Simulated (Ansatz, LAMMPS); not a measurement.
# Structural relaxation of amorphous 64HfO2-36SiO2 (mol %) (84 atoms)

Aim: bring amorphous 64HfO2-36SiO2 (mol %) (84 atoms) to a nearby minimum of the energy and see what moves.

Method: Kohn-Sham DFT, PBE, PAW (set soft_2), plane waves, in Ansatz 0.2.0.

### Step 1. The starting structure

The cell holds 84 atoms: 18 Hf, 10 Si and 56 O. Its edges and angles: a = 10.608 Å, b = 10.608 Å, c = 10.608 Å, α = 90.0°, β = 90.0°, γ = 90.0°. 84 atoms (18 Zr, 10 Si, 56 O) placed at random at 3.92 g/cm³, melted at 5000 K for 10 ps at fixed volume with the Morse and Coulomb pair potential with partial charges (Pedone, Malavasi, Menziani, Cormack and Segre, J. Phys. Chem. B 110, 11780 (2006)). Quenched from 5000 K to 300 K at 50 K/ps and fixed volume, held 5 ps, then minimised at fixed cell. Then Zr was replaced by Hf (the potential has no terms for the new elements, so the cell is a start for a DFT relaxation).

Limits known from the start: The quench rate of 50 K/ps is many orders above laboratory rates, so the cell is likely richer in defects and strain than a real sample. The starting topology of bonds comes from the classical model. Only the Γ point is sampled in the main run, in a cell whose shortest periodic width is 11 Å. The levels lack spin–orbit coupling, which is large for the heavy elements here.

### Step 2. How the cell was made

A classical potential makes the cell, at a small fraction of what the same run would cost in DFT.

This step: classical MD, Morse and Coulomb pair potential with partial charges (Pedone, Malavasi, Menziani, Cormack and Segre, J. Phys. Chem. B 110, 11780 (2006)) (LAMMPS 22 Jul 2025 - Update 4).

Input file in.lmp:

```
# melt-quench of Zr18Si10O56
units metal
atom_style charge
boundary p p p
region box block 0 10.6079 0 10.6079 0 10.6079
create_box 3 box
mass 1 91.2240   # Zr
mass 2 28.0850   # Si
mass 3 15.9990   # O
create_atoms 1 random 18 39639 NULL overlap 1.5 maxtry 2000
create_atoms 2 random 10 39646 NULL overlap 1.5 maxtry 2000
create_atoms 3 random 56 39653 NULL overlap 1.5 maxtry 2000
pair_style hybrid/overlay pedone 5.5 coul/long 8.0
pair_coeff * * coul/long
pair_coeff 1 3 pedone 0.206237 2.479675 2.436997 1   # Zr-O
pair_coeff 2 3 pedone 0.340554 2.006700 2.100000 1   # Si-O
pair_coeff 3 3 pedone 0.042395 1.379316 3.618701 22   # O-O
set type 1 charge 2.4
set type 2 charge 2.4
set type 3 charge -1.2
kspace_style pppm 1.0e-4
neigh_modify delay 0 every 1 check yes
thermo_style custom step time temp pe press density
thermo_modify norm yes
timestep 0.002
thermo 100
min_style cg
minimize 1e-4 1e-4 200 2000
reset_timestep 0
velocity all create 5000 39640 mom yes dist gaussian
fix lim all nve/limit 0.05
fix lan all langevin 5000 5000 0.2 39641 zero yes
thermo 500
run 1000 post no
# [... 10 lines left out ...]
thermo 1250
fix md all nvt temp 300 300 0.2
run 2500 post no
unfix md
thermo 100
min_style cg
minimize 0 1e-3 2000 20000
write_dump all custom glass.dump id type xs ys zs modify sort id
```

Command:

```sh
lmp -in in.lmp -log none -nocite
```

Output:

```text
LAMMPS (22 Jul 2025 - Update 4)
Created orthogonal box = (0 0 0) to (10.6079 10.6079 10.6079)
Created 18 atoms
Created 10 atoms
Created 56 atoms
PPPM initialization ...
  G vector (1/distance) = 0.38491818
  grid = 12 12 12
  estimated relative force accuracy = 5.8200677e-05
   Step          Time           Temp          PotEng         Press         Density
         0   0              0             -3.1477501      1116439.3      3.921291
        69   0.138          0             -15.851796     -30158.815      3.921291
Loop time of 0.0345749 s on 1 MPI rank(s) for 69 steps with 84 atoms
Minimization stats:
  Stopping criterion = energy tolerance
  Energy initial, next-to-last, final =
     -3.14775011185536  -15.8504206385197  -15.8517962757837
  Force two-norm initial, final = 336.40939 1.9451509
  Iterations, force evaluations = 69 85
   Step          Time           Temp          PotEng         Press         Density
[... 12 lines left out ...]
[... 1 line left out ...]
Loop time of 1.74204 s on 1 MPI rank(s) for 5000 steps with 84 atoms
   Step          Time           Temp          PotEng         Press         Density
[... 12 lines left out ...]
Loop time of 15.5628 s on 1 MPI rank(s) for 47000 steps with 84 atoms
   Step          Time           Temp          PotEng         Press         Density
[... 2 lines left out ...]
     55000   110            229.98771     -16.038352     -33002.081      3.921291
     55500   111            284.14473     -16.03388      -34773.932      3.921291
Loop time of 0.759915 s on 1 MPI rank(s) for 2500 steps with 84 atoms
   Step          Time           Temp          PotEng         Press         Density
     55500   111            284.14473     -16.03388      -34773.932      3.921291
     55519   111.038        284.14473     -16.077546     -40168.851      3.921291
Loop time of 0.0255612 s on 1 MPI rank(s) for 19 steps with 84 atoms
Minimization stats:
  Stopping criterion = linesearch alpha is zero
  Energy initial, next-to-last, final =
     -16.0338797528657  -16.0775456351345  -16.0775456351345
  Force two-norm initial, final = 12.273155 0.28293287
  Iterations, force evaluations = 19 69
```

Elapsed: 19 s, on 1 thread of Arm Neoverse V2, shared host; peak memory 0.072 GiB.

### Step 3. Single point at the start

The forces at the start show how far the geometry lies from a minimum of this functional.

Input file input.yaml:

```yaml
crystal:
  lattice:
    - [10.6079, 0.0, 0.0]
    - [0.0, 10.6079, 0.0]
    - [0.0, 0.0, 10.6079]
  atoms:
    - { symbol: Hf, position: [0.13508, 0.34558, 0.09308] }
    - { symbol: Hf, position: [0.88376, 0.19179, 0.62562] }
    - { symbol: Hf, position: [0.37546, 0.15354, 0.58834] }
    - { symbol: Hf, position: [0.05876, 0.63622, 0.27765] }
    - { symbol: Hf, position: [0.24356, 0.03539, 0.12752] }
    - { symbol: Hf, position: [0.63639, 0.1486, 0.85931] }
    - { symbol: Hf, position: [0.81117, 0.86031, 0.26496] }
    - { symbol: Hf, position: [0.10593, 0.64248, 0.78039] }
    - { symbol: Hf, position: [0.81734, 0.67646, 0.02934] }
    - { symbol: Hf, position: [0.38931, 0.32772, 0.30547] }
    - { symbol: Hf, position: [0.55144, 0.63503, 0.77915] }
    - { symbol: Hf, position: [0.8303, 0.47075, 0.27462] }
    - { symbol: Hf, position: [0.68325, 0.15491, 0.15174] }
    - { symbol: Hf, position: [0.31921, 0.62022, 0.50534] }
    - { symbol: Hf, position: [0.50344, 0.86314, 0.05033] }
    - { symbol: Hf, position: [0.78589, 0.83916, 0.71803] }
    - { symbol: Hf, position: [0.12566, 0.37402, 0.50387] }
    - { symbol: Hf, position: [0.05079, 0.93504, 0.70203] }
    - { symbol: Si, position: [0.93927, 0.18101, 0.30785] }
    - { symbol: Si, position: [0.5933, 0.43882, 0.05407] }
    - { symbol: Si, position: [0.50729, 0.0262, 0.31726] }
    - { symbol: Si, position: [0.93548, 0.98446, 0.99993] }
    - { symbol: Si, position: [0.11989, 0.26421, 0.76593] }
    - { symbol: Si, position: [0.64532, 0.66465, 0.47166] }
    - { symbol: Si, position: [0.27311, 0.62708, 0.06347] }
    - { symbol: Si, position: [0.33752, 0.89352, 0.82194] }
    - { symbol: Si, position: [0.12704, 0.87578, 0.39554] }
    - { symbol: Si, position: [0.59211, 0.33595, 0.6011] }
    - { symbol: O, position: [0.32765, 0.9527, 0.96952] }
    - { symbol: O, position: [0.1394, 0.93025, 0.53117] }
    - { symbol: O, position: [0.90077, 0.86052, 0.08315] }
    - { symbol: O, position: [0.17113, 0.96588, 0.2902] }
    - { symbol: O, position: [0.58408, 0.46518, 0.67127] }
    - { symbol: O, position: [0.23608, 0.60104, 0.91957] }
    - { symbol: O, position: [0.27117, 0.46491, 0.39695] }
    - { symbol: O, position: [0.86845, 0.66049, 0.224] }
    - { symbol: O, position: [0.34677, 0.009, 0.72457] }
    - { symbol: O, position: [0.53086, 0.22182, 0.70511] }
    - { symbol: O, position: [0.66441, 0.70818, 0.62407] }
    - { symbol: O, position: [0.07615, 0.03005, 0.0251] }
    - { symbol: O, position: [0.04256, 0.22498, 0.2144] }
    - { symbol: O, position: [0.57788, 0.04463, 0.01716] }
    - { symbol: O, position: [0.51923, 0.17735, 0.26853] }
    - { symbol: O, position: [0.46313, 0.80979, 0.85738] }
    - { symbol: O, position: [0.16534, 0.54761, 0.61412] }
    - { symbol: O, position: [0.72122, 0.27643, 0.55712] }
    - { symbol: O, position: [0.80217, 0.21842, 0.79617] }
    - { symbol: O, position: [0.00217, 0.47196, 0.16172] }
    - { symbol: O, position: [0.82842, 0.08593, 0.03794] }
    - { symbol: O, position: [0.01945, 0.33716, 0.66976] }
    - { symbol: O, position: [0.19908, 0.72966, 0.3972] }
    - { symbol: O, position: [0.67167, 0.78776, 0.11517] }
    - { symbol: O, position: [0.54463, 0.51722, 0.93897] }
    - { symbol: O, position: [0.88006, 0.99371, 0.61518] }
    - { symbol: O, position: [0.80773, 0.27251, 0.25908] }
    - { symbol: O, position: [0.99898, 0.4887, 0.39679] }
    - { symbol: O, position: [0.49808, 0.6508, 0.44236] }
    - { symbol: O, position: [0.39682, 0.70492, 0.08678] }
    - { symbol: O, position: [0.70952, 0.78249, 0.40774] }
    - { symbol: O, position: [0.38667, 0.6618, 0.67766] }
    - { symbol: O, position: [0.6495, 0.99382, 0.26939] }
    - { symbol: O, position: [0.24382, 0.27577, 0.67747] }
    - { symbol: O, position: [0.96585, 0.62333, 0.91491] }
    - { symbol: O, position: [0.9698, 0.75601, 0.68424] }
    - { symbol: O, position: [0.25835, 0.22872, 0.43669] }
    - { symbol: O, position: [0.12975, 0.30452, 0.90526] }
    - { symbol: O, position: [0.66417, 0.9804, 0.76932] }
    - { symbol: O, position: [0.19589, 0.8307, 0.78978] }
    - { symbol: O, position: [0.73027, 0.50086, 0.09819] }
    - { symbol: O, position: [0.92249, 0.93011, 0.85596] }
    - { symbol: O, position: [0.16046, 0.70769, 0.13122] }
    - { symbol: O, position: [0.99262, 0.81477, 0.35554] }
    - { symbol: O, position: [0.25774, 0.4906, 0.13322] }
    - { symbol: O, position: [0.45788, 0.03424, 0.45412] }
    - { symbol: O, position: [0.06515, 0.12514, 0.73411] }
    - { symbol: O, position: [0.2855, 0.22712, 0.15328] }
    - { symbol: O, position: [0.62773, 0.28784, 0.01096] }
    - { symbol: O, position: [0.71869, 0.71661, 0.8634] }
    - { symbol: O, position: [0.41845, 0.96259, 0.20929] }
    - { symbol: O, position: [0.7152, 0.53882, 0.41693] }
    - { symbol: O, position: [0.51595, 0.41855, 0.18163] }
    - { symbol: O, position: [0.88795, 0.04515, 0.2943] }
    - { symbol: O, position: [0.97736, 0.22456, 0.4503] }
    - { symbol: O, position: [0.48222, 0.31724, 0.49389] }
kpoints:
  mp_grid: { grid: [1, 1, 1] }
hamiltonian:
  xc: pbe
scf:
  occupations: { method: fermi_dirac, width: 0.025 }
output:
  forces: true
```

Command:

```sh
ansatz run input.yaml --threads 4 --pin off --max-ram 8192MiB --backend cpu --events-out ev --progress --plain --runs-dir out
```

Output:

```text
Engine: ansatz 0.2.0, aarch64-unknown-linux-gnu
Pseudopotentials: kind: paw
Pseudopotential: Hf, paw, valence charge 26, recommended cutoff 420 eV (normal), Hf.paw.azcp
Pseudopotential: Si, paw, valence charge 4, recommended cutoff 420 eV (normal), Si.paw.azcp
Pseudopotential: O, paw, valence charge 6, recommended cutoff 420 eV (normal), O.paw.azcp
[... 5 lines on functional and potentials left out ...]
Crystal: 84 atoms, lattice volume = 1193.681 Å³
Basis set: ecut = 420 eV, 23439 PW (Γ), exchange–correlation on 144×144×144 points (8 copies of the dense FFT grid, shifted against one another)
Bands: 506, of which v1, the nominal top of the filled ones, is band 422 counted from 1 (421 counted from 0)
Symmetry: 1 space group operations
Space group: P1 (ITA 1), of the structure as read, at distance tolerance 1.1e-4 Å
k-points: 1
[... 7 lines on functional and potentials left out ...]
Initial density: superposition of atomic densities (neutral atoms: chi_scale 0, normalization atom), corrected by the library's trained network
Initial wavefunctions: pseudopotential atomic-orbital guess
Functional: x = pbe(κ = 0.804, μ = 0.219515), c = pbe(β = 0.066725)
SCF iter   1: F=—  HF=-321234.344950 eV  |F-HF|=—  |Δ(HF+E_count)|=         —  Δρ=4.00e-3  dr2=1.87e-1  ethr=1.77e-3  ⟨swp⟩=6.0  Hψ=1844  notcnv=0  defer=58
preconditioner: auto → Resta (q_TF=auto, 2.575 Å⁻¹)  ε∞=4.3  [insulator: Δε(μ)=3.416 eV  Ē_g=16.794 eV  σ=0.025 eV  W_gap=1.00  n_scr=340 (ndim 8)  ℏωp=30.6 eV  f_vac=0.189  D(μ)=0.00/eV (n_scr^D=0)  ε∞_Penn≈4.3]
SCF iter   2: F=—  HF=-321234.328551 eV  |F-HF|=—  |Δ(HF+E_count)|=   1.64e-2  Δρ=1.95e-3  dr2=3.18e-2  ethr=2.22e-5  ⟨swp⟩=2.0  Hψ=894  notcnv=0  defer=78
SCF iter   3: F=—  HF=-321234.330206 eV  |F-HF|=—  |Δ(HF+E_count)|=   1.66e-3  Δρ=8.73e-4  dr2=1.00e-2  ethr=3.76e-6  ⟨swp⟩=2.0  Hψ=740  notcnv=0  defer=61
automatic band count: iteration 3 solves 489 bands in place of 506: the levels show a gap, and the empty bands left out lie too high to hold charge; the band table lists the bands solved (type scf.n_extra_bands for more)
SCF iter   4: F=—  HF=-321234.331738 eV  |F-HF|=—  |Δ(HF+E_count)|=   1.53e-3  Δρ=2.60e-4  dr2=1.05e-3  ethr=1.19e-6  ⟨swp⟩=2.0  Hψ=847  notcnv=0  defer=61
SCF iter   5: F=—  HF=-321234.331891 eV  |F-HF|=—  |Δ(HF+E_count)|=   1.53e-4  Δρ=1.64e-4  dr2=3.48e-4  ethr=1.24e-7  ⟨swp⟩=2.0  Hψ=848  notcnv=0  defer=61
SCF iter   6: F=—  HF=-321234.331920 eV  |F-HF|=—  |Δ(HF+E_count)|=   2.91e-5  Δρ=5.05e-5  dr2=4.21e-5  ethr=4.13e-8  ⟨swp⟩=2.0  Hψ=848  notcnv=0  defer=61
SCF iter   7: F=—  HF=-321234.334572 eV  |F-HF|=—  |Δ(HF+E_count)|=   2.65e-3  Δρ=3.44e-5  dr2=1.54e-5  ethr=4.99e-9  ⟨swp⟩=2.0  Hψ=890  notcnv=0  defer=61
SCF iter   8: F=—  HF=-321234.334575 eV  |F-HF|=—  |Δ(HF+E_count)|=   2.50e-6  Δρ=1.34e-5  dr2=2.71e-6  ethr=1.82e-9  ⟨swp⟩=2.0  Hψ=772  notcnv=0  defer=61
SCF iter   9: F=—  HF=-321234.334576 eV  |F-HF|=—  |Δ(HF+E_count)|=   1.11e-6  Δρ=6.01e-6  dr2=4.93e-7  ethr=3.21e-10  ⟨swp⟩=2.0  Hψ=729  notcnv=0  defer=61
SCF iter  10: F=—  HF=-321234.334576 eV  |F-HF|=—  |Δ(HF+E_count)|=   1.07e-7  Δρ=3.02e-6  dr2=1.27e-7  ethr=1.18e-11  ⟨swp⟩=4.0  Hψ=1681  notcnv=0
SCF iter  11: F=-321234.334576 eV  HF=-321234.334576 eV  |F-HF|=3.38e-9  |Δ(HF+E_count)|=   4.53e-8  Δρ=1.59e-6  dr2=3.61e-8  ethr=1.18e-11  ⟨swp⟩=4.0  Hψ=1633  notcnv=0
SCF 1 converged in 11 iterations: F = -321234.334576 eV  dr2 = 3.61e-8
  greatest PAW one-centre occupation: 0.999 electrons in one spin orbital (limit 2), on the Hf atom at site 17 (counted from 0), in its partial waves of l = 0
SCF converged after 11 iterations
Free energy (F): -321234.334576 eV
Harris-Foulkes:  -321234.334576 eV  (|F-HF|=3.38e-9)
Internal energy: -321234.334576 eV  (E = F + TS)
E sigma→0 (E₀):  -321234.334576 eV
Fermi energy:    9.476942 eV
--- Per-component energies (eV) ---
  E_band       = -4711.927761
  E_kinetic    = 17811.360642
  E_local      = -164136.871766  (includes V_loc(G=0)·N_el)
  E_nonlocal   = -19448.562454
  E_hartree    = 73965.540762
  E_xc         = -10067.896181
  E_vxc        = -10508.379860  (∫ρ·V_xc dr)
  E_paw        = -138670.395169  (= ΣΔE_a)
  E_vpaw       = 23639.306337  (= ΣTr[D̂ρ^β])
  E_aug_tail   = 0.139752  (compensation charges beyond the density's cutoff)
  E_ewald      = -80687.650163
  E_smearing   = -0.000000  (= −TS)
  E_closure    = -0.000000  (closes the sum)
  Σ components = -321234.334576   (vs F -321234.334576, Δ=0.00e0)
--- Forces (eV/Å), atoms counted from 1 ---
  atom   1  Hf    -0.62238431     0.99482835     0.32322333
  atom   2  Hf    -2.14461355    -0.28341947     1.62108978
  atom   3  Hf     0.06726844     0.26781977    -0.14472970
  atom   4  Hf     1.26497158     0.66920176    -1.30146590
  atom   5  Hf    -1.65376119    -0.09947335     0.41873904
  atom   6  Hf     1.90781152    -0.87953695    -2.72421426
  atom   7  Hf    -0.71279996     0.48428033     0.99621137
  atom   8  Hf    -0.01448148     0.13703722     1.80530330
  atom   9  Hf     0.68708316    -0.11828157    -1.95473701
  atom  10  Hf     0.49454046     0.03285044    -0.08800194
  atom  11  Hf    -0.81043659    -1.65878638    -0.99090905
  atom  12  Hf    -0.73945698    -0.23030611     1.02225932
  atom  13  Hf     0.61445328    -0.48339591    -0.58915085
  atom  14  Hf     1.14278681     0.67563045     0.51823768
[...]
atom  83  O      0.41505828     0.57571584     0.68563407
  atom  84  O     -1.04471408    -0.44109530    -0.96575833
  max |Σ_I F_I| component: 1.33e-4 eV/Å
```

Wall time 20 s (4 threads of Arm Neoverse V2, shared host); peak memory 1.8 GiB; 74 s of CPU time.

Numbers from this run:

- free energy: -321234.3346 eV
- free energy per atom: -3824.2183 eV/atom
- SCF cycles: 11
- r.m.s. force component: 0.9907 eV/Å
- longest force: 3.901 eV/Å
- Fermi energy: 9.477 eV

The r.m.s. force component of 0.99 eV/Å sets the starting point.

Neighbours are counted within 2.82 Å (O-Hf), 2.12 Å (O-Si).

Length of the force by element and coordination:

```
element  coordination  atoms  mean length of the force (eV/Å)  spread  least   most
     Hf           all     18                             1.56   0.755  0.312   3.44
     Hf             5      5                             1.92   0.788   1.22   3.44
     Hf             6     11                             1.51   0.698  0.312   2.70
     Hf             7      2                            0.922   0.395  0.528   1.32
      O           all     56                             1.44   0.948  0.284   3.90
      O             2     24                             2.23   0.835  0.563   3.90
      O             3     31                            0.860   0.492  0.284   1.98
      O             4      1                            0.575       0  0.575  0.575
     Si           all     10                             1.53   0.538  0.753   2.36
```

(Continued in part 2 of 4.)

[Long decimals in the printed logs are rounded to 6 places.]

[Logs are printed without paths, hosts, clocks, repeated set-up lines and the standing remarks that a program may print on its own settings, such as how far it seeks lower states.]

[Hosts, paths, dates, database ids (printed as entryN), source tags and the programs' standing remarks are cut or masked in the printed files.]

[A walk said to have stopped at its limit may instead have ended on an SCF cycle that didn't converge.]
